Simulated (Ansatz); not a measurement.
# Co(0001): modes of surface species

Aim: bond lengths and vibrational modes of species bound on Co(0001).

Main program and level: Ansatz 0.2.0; DFT PBE, scalar-relativistic, plane waves, PAW; PAW set soft_1.

Report form: the programs' logs are mostly left out.

## Step 1: The bulk crystal behind the slab

The structure is hexagonal, space group P6_3/mmc (No. 194). The conventional cell has a = 2.500 Å, b = 2.500 Å, c = 4.050 Å, α = 90.00°, β = 90.00°, γ = 120.00°. Nearest to Co lie 12 Co at 2.49 to 2.50 Å.

## Step 2: Relaxation of the host

The host crystal is relaxed at the same level, and its volume sets the scale of the cells that follow.

input.yaml reads:

```yaml
crystal:
  lattice:
    - [2.5, 0.0, 0.0]
    - [-1.25, 2.1650635095, 0.0]
    - [0.0, 0.0, 4.05]
  atoms:
    - { symbol: Co, position: [0.3333333333, 0.6666666667, 0.25], spin: 1.6 }
    - { symbol: Co, position: [0.6666666667, 0.3333333333, 0.75], spin: 1.6 }
kpoints:
  mp_grid: { grid: [24, 24, 12] }
hamiltonian:
  xc: pbe
  pseudopotentials: { kind: paw, azcp: { folder: soft_1 } }
scf:
  occupations: { method: gaussian, width: 0.1 }
output:
  forces: true
  stress: true
  eigenvalues: true
  populations: true
magnetization:
  spin_polarized: true
relax:
  adjacent_minimum: "off"
  f_tol: 0.002
  max_steps: 60
  cell: { stress_tol: 0.02 }
```

On the command line:

```sh
$ ansatz run input.yaml --threads 8 --pin off --max-ram 20480MiB --backend cpu --events-out ev --progress --plain --runs-dir out
```

Wall time 34 s (8 threads of Arm Neoverse N1, shared host); peak memory 0.64 GiB.

Step by step:

| step | energy less that of the first step (eV) | largest force component (eV/Å) | pressure (GPa) | volume (Å³) |
| --- | --- | --- | --- | --- |
| 1 | 0.0000 | 0.0000 | -1.88 | 21.92 |
| 2 | -0.0011 | 0.0000 | -0.87 | 21.82 |
| 3 | -0.0015 | 0.0000 | 0.02 | 21.72 |
| 4 | -0.0015 | 0.0000 | 0.00 | 21.73 |
| 5* | -0.0012 | 0.0000 | 0.01 | 21.73 |

Relaxation steps marked * repeat the geometry before them on a plane-wave basis chosen anew for their cell, so energy and pressure can jump there.

Forces are held to the 24 operations that the run works with; a distortion that breaks them can't arise in this run.

| conventional cell, symmetrised | before | after | change |
| --- | --- | --- | --- |
| a (Å) | 2.500 | 2.494 | -0.2 % |
| b (Å) | 2.500 | 2.494 | -0.2 % |
| c (Å) | 4.050 | 4.032 | -0.4 % |
| volume (Å³/atom) | 10.96 | 10.86 | -0.9 % |

Final coordinates:

```xyz
2
Lattice="2.4944 0.0000 0.0000 -1.2472 2.1602 0.0000 0.0000 0.0000 4.0319" Properties=species:S:1:pos:R:3 pbc="T T T"
Co    0.0000    1.4401    1.0080
Co    1.2472    0.7201    3.0239
```

This step gave:

| Property | Result |
| --- | --- |
| magnetization | 3.235 μB |
| site moments | 1.693, 1.693 μB |
| pressure | 0.01184 GPa |
| volume per atom | 10.86 Å³ |
| gap on the k-mesh | 0 eV |

The forces vanish by symmetry.

## Step 3: Relaxation in the fixed cell: Cl at the hcp hollow site, 1 monolayer

The slab carries Cl at the hcp hollow site, 1 monolayer. The typed slab is scaled evenly to the volume of the relaxed bulk, at the typed c/a. The lowest layers are held, and the other atoms relax. The program lengthens the typed cell of 22.7 Å along the normal to 39.4 Å, as its cut-off of the electrostatics needs, and moves no atom.

System of this step: Cl at the hcp hollow site, 1 monolayer on Co(0001). The cell holds 5 atoms: 4 Co and 1 Cl. Its edges and angles: a = 2.493 Å, b = 2.493 Å, c = 39.355 Å, α = 90.0°, β = 90.0°, γ = 60.0°. It derives from Co. Vacuum lies along c.

input.yaml reads:

```yaml
crystal:
  lattice:
    - [2.4925239033, 0.0, 0.0]
    - [1.2462619517, 2.1585855208, 0.0]
    - [0.0, 0.0, 22.732525875]
  atoms:
    - { symbol: Co, position: [0.666667, 0.666667, 0.328937], spin: 1.6 }
    - { symbol: Co, position: [0.0, 0.0, 0.41775], spin: 1.6 }
    - { symbol: Co, position: [0.666667, 0.666667, 0.506563], spin: 1.6 }
    - { symbol: Co, position: [0.0, 0.0, 0.595376], spin: 1.6 }
    - { symbol: Cl, position: [0.666667, 0.666667, 0.671063] }
  periodic: [true, true, false]
kpoints:
  mp_grid: { grid: [12, 12, 1] }
hamiltonian:
  xc: pbe
  pseudopotentials: { kind: paw, azcp: { folder: soft_1 } }
scf:
  occupations: { method: gaussian, width: 0.1 }
output:
  forces: true
  eigenvalues: true
  populations: true
magnetization:
  spin_polarized: true
relax:
  adjacent_minimum: "off"
  f_tol: 0.003
  max_steps: 120
  constraints: [{ sites: [0, 1] }]
```

Run time: 90 s. Hardware: 8 threads; peak memory 0.92 GiB; 11 min of CPU time.

The steps of the relaxation:

| step | energy less that of the first step (eV) | largest force component (eV/Å) |
| --- | --- | --- |
| 1 | 0.0000 | 1.5207 |
| 2 | -0.0669 | 1.1286 |
| 3 | -0.1596 | 0.4511 |
| 4 | -0.1755 | 0.2553 |
| 5 | -0.1837 | 0.0152 |
| 6 | -0.1837 | 0.0150 |
| 7 | -0.1837 | 0.0010 |

The run keeps the 6 symmetry operations that it works with, so distortions that break them were not tested.

The atoms that moved most (Å):

| atom | dx | dy | dz | length |
| --- | --- | --- | --- | --- |
| Cl5 | 0.000 | 0.000 | 0.314 | 0.314 |
| Co4 | 0.000 | 0.000 | -0.031 | 0.031 |
| Co3 | 0.000 | 0.000 | 0.020 | 0.020 |

Final coordinates:

```xyz
5
Lattice="2.4925 0.0000 0.0000 1.2463 2.1586 0.0000 0.0000 0.0000 39.3548" Properties=species:S:1:pos:R:3
Co    2.4925    1.4391    7.4776
Co    0.0000    0.0000    9.4965
Co    2.4925    1.4391   11.5353
Co    0.0000    0.0000   13.5030
Cl    2.4925    1.4391   15.5687
```

The largest force component left on a free atom is 0.97 meV/Å.

## Step 4: Force constants among chosen sites: Cl at the hcp hollow site, 1 monolayer

Only 2 sites are displaced (1 Co and 1 Cl), with their periodic images, and all others stay at rest. This gives the modes that are localised on these sites for less work than the whole matrix.

input.yaml, the sections that differ from step 3:

```yaml
crystal:
  lattice:
    - [2.4925218832, 0.0, 0.0]
    - [1.2462609416, 2.1585872703, 0.0]
    - [0.0, 0.0, 39.354776295]
  atoms:
    - { symbol: Co, position: [0.6666666667, 0.6666666667, 0.1900041003], spin: 1.97 }
    - { symbol: Co, position: [0.0, 0.0, 0.2413052132], spin: 1.94 }
    - { symbol: Co, position: [0.6666666667, 0.6666666667, 0.293110375], spin: 1.88 }
    - { symbol: Co, position: [0.0, 0.0, 0.3431100842], spin: 1.89 }
    - { symbol: Cl, position: [0.6666666667, 0.6666666667, 0.3955997254] }
  periodic: [true, true, false]
output:
  eigenvalues: true
phonons:
  method: fd
  supercell: [1, 1, 1]
  displaced_sites: [3, 4]
  rigid_motions: translations
# kpoints, hamiltonian, scf, magnetization: as in step 3
# relax: removed
```

Wall time 1.8 min (8 threads); peak memory 1.3 GiB.

The other atoms of the cell are at rest; shares are of the kinetic energy, a minus sign marks an imaginary mode, and where like sites share a mode the one named is one choice of several. Modes of the displaced sites:

| mode | frequency (cm⁻¹) | share of Co (%) | share of Cl (%) | site with the largest share | its share (%) |
| --- | --- | --- | --- | --- | --- |
| 1 | -22.4 | 0 | 100 | Cl5 | 100 |
| 2 | -22.4 | 0 | 100 | Cl5 | 100 |
| 3 | 84.7 | 100 | 0 | Co4 | 100 |
| 4 | 84.7 | 100 | 0 | Co4 | 100 |
| 5 | 94.9 | 3 | 97 | Cl5 | 97 |
| 6 | 181.5 | 97 | 3 | Co4 | 97 |

The same force constants with another mass on the added atoms, against the natural mean mass; listed are the real modes with at least half of their motion on these atoms, followed through small steps of mass, less those that pass through avoided crossings, where the squared overlap of new and old mass-weighted patterns is under 0.8. Modes after a change of mass:

| substitution | mode | frequency (cm⁻¹) | after (cm⁻¹) | ratio |
| --- | --- | --- | --- | --- |
| 37Cl | 5 | 94.9 | 93.0 | 1.021 |

The highest mode of the block lies at 181.5 cm⁻¹; the acoustic sum rule moved it by 0.0 cm⁻¹. The block has 2 imaginary modes, the largest 22i cm⁻¹, so this structure is not a minimum.

## Step 5: Letting the atoms settle: Cl at the hcp hollow site, 0.5 monolayer

The slab carries Cl at the hcp hollow site, 0.5 monolayer. The typed slab is scaled evenly to the volume of the relaxed bulk, at the typed c/a. The lowest layers are held, and the other atoms relax. The program lengthens the typed cell of 22.7 Å along the normal to 39.4 Å, as its cut-off of the electrostatics needs, and moves no atom.

System of this step: Cl at the hcp hollow site, 0.5 monolayer on Co(0001). The cell holds 9 atoms: 8 Co and 1 Cl. Its edges and angles: a = 4.985 Å, b = 2.493 Å, c = 39.355 Å, α = 90.0°, β = 90.0°, γ = 60.0°. It derives from Co. Vacuum lies along c.

input.yaml reads:

```yaml
crystal:
  lattice:
    - [4.9850478066, 0.0, 0.0]
    - [1.2462619517, 2.1585855208, 0.0]
    - [0.0, 0.0, 22.732525875]
  atoms:
    - { symbol: Co, position: [0.833333, 0.666667, 0.328937], spin: 1.6 }
    - { symbol: Co, position: [0.333333, 0.666667, 0.328937], spin: 1.6 }
    - { symbol: Co, position: [0.0, 0.0, 0.41775], spin: 1.6 }
    - { symbol: Co, position: [0.5, 0.0, 0.41775], spin: 1.6 }
    - { symbol: Co, position: [0.833333, 0.666667, 0.506563], spin: 1.6 }
    - { symbol: Co, position: [0.333333, 0.666667, 0.506563], spin: 1.6 }
    - { symbol: Co, position: [0.0, 0.0, 0.595376], spin: 1.6 }
    - { symbol: Co, position: [0.5, 0.0, 0.595376], spin: 1.6 }
    - { symbol: Cl, position: [0.333333, 0.666667, 0.671063] }
  periodic: [true, true, false]
kpoints:
  mp_grid: { grid: [6, 12, 1] }
hamiltonian:
  xc: pbe
  pseudopotentials: { kind: paw, azcp: { folder: soft_1 } }
scf:
  occupations: { method: gaussian, width: 0.1 }
output:
  forces: true
  eigenvalues: true
  populations: true
magnetization:
  spin_polarized: true
relax:
  adjacent_minimum: "off"
  f_tol: 0.003
  max_steps: 120
  constraints: [{ sites: [0, 1, 2, 3] }]
```

It took 9 min on 8 threads; peak memory 2.7 GiB.

Step by step:

| step | energy less that of the first step (eV) | largest force component (eV/Å) |
| --- | --- | --- |
| 1 | 0.0000 | 1.0678 |
| 2 | -0.0597 | 0.7596 |
| 3 | -0.1209 | 0.1305 |
| 4 | -0.1213 | 0.1497 |
| 5 | -0.1244 | 0.0128 |
| 6 | -0.1244 | 0.0022 |
| 7 | -0.1244 | 0.0022 |

The run keeps the 2 symmetry operations that it works with, so distortions that break them were not tested.

The atoms that moved most (Å):

| atom | dx | dy | dz | length |
| --- | --- | --- | --- | --- |
| Cl9 | -0.108 | 0.063 | 0.145 | 0.191 |
| Co7 | -0.007 | 0.004 | -0.061 | 0.062 |
| Co6 | -0.001 | 0.000 | 0.036 | 0.036 |
| Co5 | -0.004 | 0.002 | 0.030 | 0.030 |
| Co8 | 0.019 | -0.011 | 0.012 | 0.025 |

Final coordinates:

```cif
data_structure
_symmetry_space_group_name_H-M 'P 1'
_symmetry_Int_Tables_number 1
_cell_length_a 4.9850
_cell_length_b 2.4925
_cell_length_c 39.3548
_cell_angle_alpha 90.000
_cell_angle_beta 90.000
_cell_angle_gamma 60.000
_cell_volume 423.48
loop_
_atom_site_label
_atom_site_type_symbol
_atom_site_fract_x
_atom_site_fract_y
_atom_site_fract_z
_atom_site_occupancy
Co1 Co 0.83333 0.66667 0.19000 1
Co2 Co 0.33333 0.66667 0.19000 1
Co3 Co 0.00000 0.00000 0.24131 1
Co4 Co 0.50000 0.00000 0.24131 1
Co5 Co 0.83236 0.66764 0.29336 1
Co6 Co 0.33320 0.66680 0.29351 1
Co7 Co 0.99823 0.00177 0.34235 1
Co8 Co 0.50502 0.99498 0.34421 1
Cl9 Cl 0.30436 0.69564 0.39131 1
```

The largest force component left on a free atom is 2.2 meV/Å.

## Step 6: Force constants among chosen sites: Cl at the hcp hollow site, 0.5 monolayer

Only 3 sites are displaced (2 Co and 1 Cl), with their periodic images, and all others stay at rest. This gives the modes that are localised on these sites for less work than the whole matrix.

input.yaml reads:

```yaml
crystal:
  lattice:
    - [4.9850447764, -1.7495e-06, 0.0]
    - [1.2462604366, 2.1585863956, 0.0]
    - [0.0, 0.0, 39.354776295]
  atoms:
    - { symbol: Co, position: [0.833333, 0.666667, 0.1900041003], spin: 1.98 }
    - { symbol: Co, position: [0.333333, 0.666667, 0.1900041003], spin: 1.99 }
    - { symbol: Co, position: [0.0, 0.0, 0.2413052132], spin: 1.94 }
    - { symbol: Co, position: [0.5, 0.0, 0.2413052132], spin: 1.94 }
    - { symbol: Co, position: [0.8323562101, 0.6676437899, 0.2933593797], spin: 1.84 }
    - { symbol: Co, position: [0.3331981744, 0.6668018256, 0.2935108252], spin: 1.95 }
    - { symbol: Co, position: [-0.0017686001, 0.0017686001, 0.3423453325], spin: 1.95 }
    - { symbol: Co, position: [0.5050213641, -0.0050213641, 0.3442058231], spin: 1.87 }
    - { symbol: Cl, position: [0.3043627657, 0.6956372343, 0.3913101772] }
  periodic: [true, true, false]
kpoints:
  mp_grid: { grid: [6, 12, 1] }
hamiltonian:
  xc: pbe
  pseudopotentials: { kind: paw, azcp: { folder: soft_1 } }
scf:
  occupations: { method: gaussian, width: 0.1 }
output:
  eigenvalues: true
magnetization:
  spin_polarized: true
phonons:
  method: fd
  supercell: [1, 1, 1]
  displaced_sites: [6, 7, 8]
  rigid_motions: translations
```

It took 19 min on 8 threads; peak memory 3.7 GiB.

The other atoms of the cell are at rest; shares are of the kinetic energy, a minus sign marks an imaginary mode, and where like sites share a mode the one named is one choice of several. Modes of the displaced sites:

| mode | frequency (cm⁻¹) | share of Co (%) | share of Cl (%) | site with the largest share | its share (%) |
| --- | --- | --- | --- | --- | --- |
| 1 | 68.7 | 43 | 57 | Cl9 | 57 |
| 2 | 69.0 | 59 | 41 | Cl9 | 41 |
| 3 | 125.8 | 57 | 43 | Cl9 | 43 |
| 4 | 138.4 | 44 | 56 | Cl9 | 56 |
| 5 | 141.1 | 37 | 63 | Cl9 | 63 |
| 6 | 168.0 | 92 | 8 | Co8 | 72 |
| 7 | 175.0 | 97 | 3 | Co7 | 50 |
| 8 | 209.2 | 86 | 14 | Co7 | 70 |
| 9 | 284.0 | 85 | 15 | Co7 | 45 |

The same force constants with another mass on the added atoms, against the natural mean mass; listed are the real modes with at least half of their motion on these atoms, followed through small steps of mass, less those that pass through avoided crossings, where the squared overlap of new and old mass-weighted patterns is under 0.8. Modes after a change of mass:

| substitution | mode | frequency (cm⁻¹) | after (cm⁻¹) | ratio |
| --- | --- | --- | --- | --- |
| 37Cl | 1 | 68.7 | 67.9 | 1.012 |
| 37Cl | 4 | 138.4 | 136.8 | 1.012 |
| 37Cl | 5 | 141.1 | 139.3 | 1.014 |

The highest mode of the block lies at 284.0 cm⁻¹; the acoustic sum rule moved it by 0.0 cm⁻¹.

## Step 7: Relaxation in the fixed cell: Cl at the hcp hollow site, 0.25 monolayer

The slab carries Cl at the hcp hollow site, 0.25 monolayer. The typed slab is scaled evenly to the volume of the relaxed bulk, at the typed c/a. The lowest layers are held, and the other atoms relax. The program lengthens the typed cell of 22.7 Å along the normal to 39.4 Å, as its cut-off of the electrostatics needs, and moves no atom.

System of this step: Cl at the hcp hollow site, 0.25 monolayer on Co(0001). The cell holds 17 atoms: 16 Co and 1 Cl. Cell: a = 4.985 Å, b = 4.985 Å, c = 39.355 Å, α = 90.0°, β = 90.0°, γ = 60.0°. It derives from Co. Vacuum lies along c.

input.yaml reads:

```yaml
crystal:
  lattice:
    - [4.9850478066, 0.0, 0.0]
    - [2.4925239033, 4.3171810118, 0.0]
    - [0.0, 0.0, 22.732525875]
  atoms:
    - { symbol: Co, position: [0.833333, 0.333333, 0.328937], spin: 1.6 }
    - { symbol: Co, position: [0.333333, 0.333333, 0.328937], spin: 1.6 }
    - { symbol: Co, position: [0.833333, 0.833333, 0.328937], spin: 1.6 }
    - { symbol: Co, position: [0.333333, 0.833333, 0.328937], spin: 1.6 }
    - { symbol: Co, position: [0.0, 0.0, 0.41775], spin: 1.6 }
    - { symbol: Co, position: [0.5, 0.0, 0.41775], spin: 1.6 }
    - { symbol: Co, position: [0.0, 0.5, 0.41775], spin: 1.6 }
    - { symbol: Co, position: [0.5, 0.5, 0.41775], spin: 1.6 }
    - { symbol: Co, position: [0.833333, 0.333333, 0.506563], spin: 1.6 }
    - { symbol: Co, position: [0.333333, 0.333333, 0.506563], spin: 1.6 }
    - { symbol: Co, position: [0.833333, 0.833333, 0.506563], spin: 1.6 }
    - { symbol: Co, position: [0.333333, 0.833333, 0.506563], spin: 1.6 }
    - { symbol: Co, position: [0.0, 0.0, 0.595376], spin: 1.6 }
    - { symbol: Co, position: [0.5, 0.0, 0.595376], spin: 1.6 }
    - { symbol: Co, position: [0.0, 0.5, 0.595376], spin: 1.6 }
    - { symbol: Co, position: [0.5, 0.5, 0.595376], spin: 1.6 }
    - { symbol: Cl, position: [0.333333, 0.333333, 0.671063] }
  periodic: [true, true, false]
kpoints:
  mp_grid: { grid: [6, 6, 1] }
hamiltonian:
  xc: pbe
  pseudopotentials: { kind: paw, azcp: { folder: soft_1 } }
scf:
  occupations: { method: gaussian, width: 0.1 }
output:
  forces: true
  eigenvalues: true
  populations: true
magnetization:
  spin_polarized: true
relax:
  adjacent_minimum: "off"
  f_tol: 0.003
  max_steps: 120
  constraints: [{ sites: [0, 1, 2, 3, 4, 5, 6, 7] }]
```

Wall time 9.1 min (8 threads); peak memory 5.8 GiB.

(Continued in part 2 of 2.)

[Logs are printed without paths, hosts, clocks, repeated set-up lines and the standing remarks that a program may print on its own settings, such as how far it seeks lower states.]

[Hosts, paths, dates, database ids (printed as entryN), source tags and the programs' standing remarks are cut or masked in the printed files.]
